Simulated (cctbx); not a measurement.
**Symmetry from intensities**

Cell: a = 4.2420 Å, b = 4.2420 Å, c = 11.1130 Å, α = 90.00°, β = 90.00°, γ = 90.00°. Expected content of the cell: Tm2 Cd4 Ti4.

The data are simulated with cctbx, not measured: Mo Kα, λ = 0.71073 Å, to d = 0.65 Å, 70 % of the full sphere, strongest reflection 20000 counts, noise from counting, a 6 % proportional error and a noise floor of 4 counts (s.d.); no absorption, some extinction.

A first pass over the reflections prints:

```text
2133 reflections to d = 0.652 A
centring   violations  <I/sigma> of those
    A        479 of  1053      6.3
    B        493 of  1058      6.5
    C        532 of  1065      6.8
    I          0 of  1063      0.0
    R        662 of  1399      6.4
    F        752 of  1588      6.5
Laue class    unique    Rint  (classes that these axes allow; Friedel mates merged)
I 1 2/m 1         423   0.042
I 1 1 2/m         399   0.043
I 2/m 1 1         421   0.043
I m m m           246   0.047
I 4/m             207   0.048
I 4/m m m         142   0.049
space group    extra absences  I>4sigma  <I/sigma>
I 4 2 2                 0          0         -  acentric
I 4 m m                 0          0         -  acentric
I -4 m 2                0          0         -  acentric
I -4 2 m                0          0         -  acentric
I 4/m m m               0          0         -  centric
Wilson B = 0.63 A^2   <|E^2-1|> = 0.707 (0.968 centric, 0.736 acentric)   E^2>4: 0.0 %
shell (A)         n   <I/sigma>
 5.56 - 1.30     25     29.4
 1.30 - 1.03     17     32.5
 1.03 - 0.90     17     29.2
 0.90 - 0.82     19     33.7
 0.82 - 0.76     14     33.9
 0.76 - 0.72     16     30.6
 0.72 - 0.68     17     29.7
 0.68 - 0.65     17     33.5
```

Q: Read the symmetry from these tables.

The reflections that I centring forbids are absent (⟨I/σ⟩ near 0), so the lattice is I.

Rint stays low (0.042 to 0.049) up to I 4/m m m, the highest class in these axes.

5 settings pass the absence test. No glide or screw absences show, which leaves I 4 2 2, I 4 m m, I -4 m 2, I -4 2 m and I 4/m m m.

⟨|E²−1|⟩ = 0.707 leans to a non-centrosymmetric structure. Here that hint misleads: the statistic assumes many like atoms on general positions, and few, heavy or special-position atoms break it. The Wilson B of 0.63 Å² means U ≈ 0.0080 Å².

The true group is I4/mmm (no. 139), Laue class 4/mmm, centrosymmetric. The tables only narrow the choice to the tied entries; cell content, site symmetry and trial solutions must settle it.

The model was made for the exercise: a known structure type with other elements put in, its volume estimated, not relaxed; displacement parameters are assumed.

[Logs are printed without paths, hosts, clocks, repeated set-up lines and the standing remarks that a program may print on its own settings, such as how far it seeks lower states.]
